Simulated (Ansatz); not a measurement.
# Dielectric response of SrCl2 (110) films, part 3 of 3

How well do thin fluorite SrCl2 (110) films screen a perpendicular field?

Ansatz 0.2.0; plane-wave DFT, PBE, Ansatz PAW (the session's first sound run).

So far. Step 19 (Response with the atoms relaxed, 27 atoms, units 9): The induced dipole is that of a conductor 20.48 Å thick. Step 22 (The bulk crystal): The gap is 5.34 eV.

## (23) Band edges against the vacuum, levels PBE

This step: plane-wave DFT, PBE, Ansatz PAW; band edges against the vacuum, bulk levels by PBE (Ansatz 0.2.0).

System of this step: SrCl2 (110), 9 units. The cell holds 27 atoms: 9 Sr and 18 Cl. Cell: a = 4.936 Å, b = 6.980 Å, c = 37.742 Å, α = 90.0°, β = 90.0°, γ = 90.0°. It derives from SrCl2 (fluorite SrCl2). Vacuum lies along c.

The averaged potential in the middle of the thickest slab ties the bulk's levels to the vacuum level.

File align.yaml:

```yaml
surface:
  bulk: { run: bulk.run }
  slab: { run: rel9.run, axis: 3 }
  face: plus
  period: 2.4678
```

On the command line:

```console
$ ansatz align-bands align.yaml -- --threads 4 --pin off
```

It took 0.07 s on 4 threads of Arm Neoverse V1, shared host.

Numbers from this step:

| Quantity | Value |
| --- | --- |
| ionisation energy | 6.441 eV |
| electron affinity | 1.104 eV |
| slab level shift | 0.2535 eV |

Check by hand: ionisation energy less affinity, 6.44 − (1.10) = 5.34 eV, is the bulk gap at this level.

The program warns that the averaged potential varies by 0.23 eV in the slab's middle, which these edges carry as an error.

## (24) The bulk with HSE06

This step: plane-wave DFT, HSE06, Ansatz PAW (Ansatz 0.2.0).

System of this step: fluorite SrCl2. The structure is cubic, space group Fm-3m (No. 225). The conventional cell has a = 6.980 Å, b = 6.980 Å, c = 6.980 Å, α = 90.00°, β = 90.00°, γ = 90.00°. Nearest to Sr lie 8 Cl at 3.02 Å. Cl has 4 Sr at 3.02 Å nearest. Farther neighbours, and contacts between anions beyond the nearest, are not listed.

A hybrid functional removes part of the gap error, and is affordable in the small bulk cell.

File input.yaml:

```yaml
crystal:
  lattice:
    - [0.0, 3.49, 3.49]
    - [3.49, 0.0, 3.49]
    - [3.49, 3.49, 0.0]
  atoms:
    - { symbol: Sr, position: [0.0, 0.0, 0.0] }
    - { symbol: Cl, position: [0.25, 0.25, 0.25] }
    - { symbol: Cl, position: [0.75, 0.75, 0.75] }
kpoints:
  mp_grid: { grid: [6, 6, 6] }
hamiltonian:
  xc: hse06
scf:
  occupations: { method: fixed }
  convergence: { dr2_threshold: 1.0e-08 }
output:
  eigenvalues: true
checkpoint:
  write: bulk-hse.run
  compress: false
  write_wavefunctions: false
```

On the command line:

```console
$ ansatz run input.yaml --threads 4 --pin off --max-ram 12288MiB --backend cpu --events-out ev --progress --plain --runs-dir out
```

Wall time 11 s (4 threads); peak memory 2 GiB.

This step gave:

```yaml
gap_on_the_k_mesh: 6.617 eV
```

The gap is 6.62 eV.

## (25) Band edges against the vacuum, levels HSE06

This step: plane-wave DFT, PBE, Ansatz PAW; band edges against the vacuum, bulk levels by HSE06 (Ansatz 0.2.0).

System of this step: SrCl2 (110), 9 units. The cell holds 27 atoms: 9 Sr and 18 Cl. Its edges and angles: a = 4.936 Å, b = 6.980 Å, c = 37.742 Å, α = 90.0°, β = 90.0°, γ = 90.0°. It derives from SrCl2 (fluorite SrCl2). Vacuum lies along c.

The same line-up with the hybrid's levels.

File align.yaml:

```yaml
surface:
  bulk: { run: bulk.run, levels_from: { run: bulk-hse.run } }
  slab: { run: rel9.run, axis: 3 }
  face: plus
  period: 2.4678
```

On the command line:

```console
$ ansatz align-bands align.yaml -- --threads 4 --pin off
```

Elapsed: 0.09 s, on 4 threads.

Numbers from this step:

```
ionisation energy : 7.364 eV
electron affinity : 0.7462 eV
```

Check by hand: ionisation energy less affinity, 7.36 − (0.75) = 6.62 eV, is the bulk gap at this level.

The program warns that the averaged potential varies by 0.23 eV in the slab's middle, which these edges carry as an error.

## (26) A changed input

This step: plane-wave DFT, PBE, Ansatz PAW (Ansatz 0.2.0).

System of this step: SrCl2 (110), 4 units. The cell holds 12 atoms: 4 Sr and 8 Cl. Cell: a = 4.936 Å, b = 6.980 Å, c = 25.403 Å, α = 90.0°, β = 90.0°, γ = 90.0°. It derives from SrCl2 (fluorite SrCl2). Vacuum lies along c.

An input spoilt on purpose, to show how the run answers: it repeats the earlier run at 0.1 V/Å, 4 units with efield.ramp_width from 0.06 to 0.9, and scf.max_iter set to 100.

File input.yaml:

```yaml
crystal:
  lattice:
    - [4.93560533, 0.0, 0.0]
    - [0.0, 6.98, 0.0]
    - [0.0, 0.0, 25.403407999]
  atoms:
    - { symbol: Sr, position: [0.5, 0.5, 0.3631354854] }
    - { symbol: Cl, position: [0.0, 0.7427761266, 0.3480411573] }
    - { symbol: Cl, position: [0.0, 0.2572238734, 0.3480411573] }
    - { symbol: Sr, position: [0.0, 0.0, 0.4418076908] }
    - { symbol: Cl, position: [0.5, 0.2477950584, 0.4528329304] }
    - { symbol: Cl, position: [0.5, 0.7522049416, 0.4528329304] }
    - { symbol: Sr, position: [0.5, 0.5, 0.5581923102] }
    - { symbol: Cl, position: [0.0, 0.7477950583, 0.5471670689] }
    - { symbol: Cl, position: [0.0, 0.2522049417, 0.5471670689] }
    - { symbol: Sr, position: [0.0, 0.0, 0.6368645151] }
    - { symbol: Cl, position: [0.5, 0.2427761266, 0.6519588428] }
    - { symbol: Cl, position: [0.5, 0.7572238734, 0.6519588428] }
kpoints:
  mp_grid: { grid: [6, 4, 1] }
hamiltonian:
  xc: pbe
scf:
  occupations: { method: fixed }
  convergence: { dr2_threshold: 1.0e-10 }
  max_iter: 100
efield:
  axis: 3
  dipole_correction: true
  ramp_position: 0.97
  ramp_width: 0.9
  amplitude: 0.1
output:
  write_potential: true
  write_density: true
  volumetric_format: npy
```

On the command line:

```console
$ ansatz run input.yaml --threads 4 --pin off --max-ram 12288MiB --backend cpu --events-out ev --progress --plain --runs-dir out
```

Elapsed: 0.25 s, on 4 threads; peak memory 0.67 GiB.

The program refused the input before any cycle.

The program's message: “Error: efield: ion 0 (Sr) at fractional coordinate 0.3631 along the field axis lies inside the sawtooth ramp with 2 of the planes that the density is read on at each end, [0.9589, 0.8811] — the ramp m …”

The fault put into the input: a ramp so wide that it reaches the atoms.

## (27) Varying the input

An input spoilt on purpose, to show how the run answers: it repeats the earlier run at 0.1 V/Å, 4 units with efield.axis from 3 to 0, and scf.max_iter set to 60.

Changes to input.yaml since step 26:

```diff
@@ -25,8 +25,8 @@
   convergence: { dr2_threshold: 1.0e-10 }
-  max_iter: 100
+  max_iter: 60
 efield:
-  axis: 3
+  axis: 0
   dipole_correction: true
   ramp_position: 0.97
-  ramp_width: 0.9
+  ramp_width: 0.06
   amplitude: 0.1
```

Wall time 0.02 s (4 threads); peak memory 0.035 GiB; 0.02 s of CPU time.

The input was rejected at the start.

The program's message: “Error: invalid value for `efield.axis`: must be in [1, 3]; got 0”

The fault put into the input: an axis of 0, outside the range 1 to 3.

## (28) Summary of results

* electronic ε from the thickness series: 2.91
* static ε from the thickness series: 9.81
* local electronic ε, middle of 9 units: 2.89
* ionisation energy, levels by PBE: 6.44 eV
* electron affinity, levels by PBE: 1.10 eV
* ionisation energy, levels by HSE06: 7.36 eV
* electron affinity, levels by HSE06: 0.746 eV

In words: The films give an electronic ε of 2.91 and a static ε of 9.81. The slope of the series and the field inside the thickest film give 2.91 and 2.89, in agreement. Ions raise ε from 2.91 to 9.81. The static value rests on two thicknesses alone. HSE06 levels deepen the valence edge by 0.92 eV on the same PBE surface dipole. The alignment warns that the averaged potential still varies by 0.23 eV in the slab's middle, which the band edges carry as an error. The in-plane lattice constants are held at typed bulk values. Semilocal functionals tend to overestimate the electronic ε a little.

[Long decimals in the printed logs are rounded to 6 places.]

[Logs are printed without paths, hosts, clocks, repeated set-up lines and the standing remarks that a program may print on its own settings, such as how far it seeks lower states.]

[Hosts, paths, dates, database ids (printed as entryN), source tags and the programs' standing remarks are cut or masked in the printed files.]

[Maps of the electrostatic potential energy from Ansatz leave out the sawtooth potential of an applied field or a dipole correction, so their vacuum need not be flat; planar profiles and work functions include it.]
